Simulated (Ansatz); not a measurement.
## (GaAs)1(ZnS)2 [001] superlattice, started as zinc blende: relaxing the cell for a phonon run

Aim: bring (GaAs)1(ZnS)2 [001] superlattice, started as zinc blende to small forces and stress, as phonons need.

Method: DFT PBE, scalar-relativistic, plane waves, PAW, in Ansatz 0.2.0.

Report form: the programs' logs are mostly left out.

The structure was built from a prototype and need not be the compound's stable phase.

### 1. Starting point

Symmetry: Imm2, No. 44, orthorhombic system. Conventional cell: a = 3.882 Å, b = 3.882 Å, c = 16.470 Å, α = 90.00°, β = 90.00°, γ = 90.00°. As has 2 Zn at 2.38 Å and 2 Ga at 2.38 Å nearest. Nearest to Ga lie 2 As at 2.38 Å and 2 S at 2.38 Å. Nearest to S lie 4 Zn at 2.38 Å. S has 2 Zn at 2.38 Å and 2 Ga at 2.38 Å nearest. Nearest to Zn lie 2 As at 2.38 Å and 2 S at 2.38 Å. Nearest to Zn lie 4 S at 2.38 Å. Farther neighbours and most contacts between anions are not listed.

### 2. Probe on a coarse mesh

First a cheap look: the gap decides the mesh and the occupations, the pressure tells how far the cell has to move.

input.yaml

```yaml
crystal:
  lattice:
    - [2.745, 2.745, 0.0]
    - [-2.745, 2.745, 0.0]
    - [2.745, 0.0, 8.235]
  atoms:
    - { symbol: As, position: [0.416667, 0.083333, 0.166667] }
    - { symbol: Ga, position: [0.0, 0.0, 0.0] }
    - { symbol: S, position: [0.75, 0.75, 0.5] }
    - { symbol: S, position: [0.083333, 0.416667, 0.833333] }
    - { symbol: Zn, position: [0.333333, 0.666667, 0.333333] }
    - { symbol: Zn, position: [0.666667, 0.333333, 0.666667] }
kpoints:
  mp_grid: { grid: [6, 6, 6] }
hamiltonian:
  xc: pbe
scf:
  occupations: { method: gaussian, width: 0.1 }
output:
  forces: true
  stress: true
  eigenvalues: true
```

Launch:

```bash
ansatz run input.yaml --threads 8 --pin off --max-ram 14336MiB --backend cpu --events-out ev --progress --plain --runs-dir out
```

Run time: 1.6 s. Hardware: 8 threads of Intel Xeon 6975P-C (Granite Rapids), shared host; peak memory 0.65 GiB.

Numbers from this step:

| Property | Result |
| --- | --- |
| pressure | 2.844 GPa |
| volume per atom | 20.68 Å³ |
| gap on the k-mesh | 0.4103 eV |
| direct gap on mesh | 0.5557 eV |

The coarse mesh shows a gap of 0.41 eV and a pressure of 2.8 GPa.

### 3. Relaxation

Harmonic phonons are second derivatives at a point where the forces vanish, and they are wanted at zero stress, so atoms and cell are relaxed first.

input.yaml, the sections that differ from step 2:

```yaml
kpoints:
  mp_grid: { grid: [8, 8, 8] }
scf:
  occupations: { method: gaussian, width: 0.02 }
relax:
  adjacent_minimum: "off"
  f_tol: 0.005
  max_steps: 80
  cell: { stress_tol: 0.05 }
# crystal, hamiltonian, output: as in step 2
```

It took 18 s on 8 threads; peak memory 0.88 GiB.

Step by step:

```tsv
step	energy less that of the first step (eV)	largest force component (eV/Å)	pressure (GPa)	volume (Å³)
1	0.0000	0.5648	2.84	124.10
2	-0.0850	0.2044	0.85	127.40
3	-0.0939	0.0308	0.08	128.94
4	-0.0940	0.0072	0.00	129.09
5	-0.0940	0.0025	0.00	129.10
6*	-0.0957	0.0024	-0.01	129.10
```

Relaxation steps marked * repeat the geometry before them on a plane-wave basis chosen anew for their cell, so energy and pressure can jump there.

Forces are held to the 4 operations that the run works with; a distortion that breaks them can't arise in this run.

```tsv
conventional cell, symmetrised	before	after	change
a (Å)	3.882	3.952	+1.8 %
b (Å)	3.882	3.973	+2.3 %
c (Å)	16.470	16.447	-0.1 %
volume (Å³/atom)	20.68	21.52	+4.0 %
```

The atoms that moved most (Å, as changes of fractional coordinates times the final cell):

```tsv
atom	dx	dy	dz	length
S4	0.000	0.000	-0.059	0.059
Zn6	0.000	0.000	-0.056	0.056
S3	0.000	0.000	0.054	0.054
Zn5	0.000	0.000	0.032	0.032
Ga2	0.000	0.000	0.015	0.015
As1	0.000	0.000	0.014	0.014
```

This step gave:

```yaml
pressure: -0.005121 GPa
gap_on_the_k_mesh: 0.4014 eV
volume_per_atom: 21.52 Å³
direct_gap_on_mesh: 0.5489 eV
```

In this step the volume went from 20.68 to 21.52 Å³/atom.

### 4. Tight relaxation

Phonons need a cell at rest on their own settings, so the relaxation is repeated with tight tolerances on forces and stress on the k mesh and occupations of the first response run.

input.yaml

```yaml
crystal:
  lattice:
    - [2.7942914228, 2.7942914228, 0.0]
    - [-2.8091447261, 2.8091447261, 0.0]
    - [2.8017180745, -0.0074266516, 8.2235633157]
  atoms:
    - { symbol: As, position: [0.4158006325, 0.0841993675, 0.1683987349] }
    - { symbol: Ga, position: [-0.0009259424, 0.0009259424, 0.0018518848] }
    - { symbol: S, position: [0.7467235708, 0.7532764292, 0.5065528583] }
    - { symbol: S, position: [0.0869321314, 0.4130678686, 0.8261357372] }
    - { symbol: Zn, position: [0.3313929674, 0.6686070326, 0.3372140653] }
    - { symbol: Zn, position: [0.6700766403, 0.3299233597, 0.6598467194] }
kpoints:
  mp_grid: { grid: [8, 8, 8] }
hamiltonian:
  xc: pbe
scf:
  occupations: { method: fixed }
output:
  forces: true
  stress: true
  eigenvalues: true
relax:
  adjacent_minimum: "off"
  f_tol: 0.001
  max_steps: 60
  cell: { stress_tol: 0.01 }
```

Elapsed: 12 s, on 8 threads; peak memory 0.88 GiB.

Little changed from the start: no atom moved by 0.005 Å and no cell edge by 0.1 %.

Numbers from this step:

```
pressure           : 7.81e-5 GPa
gap on the k-mesh  : 0.4019 eV
direct gap on mesh : 0.5492 eV
```

The largest force component left is 0.26 meV/Å and the pressure is 0.000 GPa, within the tolerances set. The cell now holds 21.52 Å³/atom.

### 5. Outcome

| Quantity | Value |
| --- | --- |
| space group after relaxation (within 0.01 Å) | Imm2 |
| lattice constant a | 3.952 Å |
| lattice constant b | 3.973 Å |
| lattice constant c | 16.446 Å |
| volume per atom | 21.5 Å³ |
| gap on the k-mesh | 0.402 eV |

The largest force component left is 0.26 meV/Å and the pressure is 0.000 GPa, within the tolerances set. The cell now holds 21.52 Å³/atom. The relaxation keeps the symmetry of its start, so it says nothing on stability against lower symmetry. The starting cell was built on a prototype and not taken from a measurement, so the phase need not exist.

[Logs are printed without paths, hosts, clocks, repeated set-up lines and the standing remarks that a program may print on its own settings, such as how far it seeks lower states.]

[Hosts, paths, dates, database ids (printed as entryN), source tags and the programs' standing remarks are cut or masked in the printed files.]
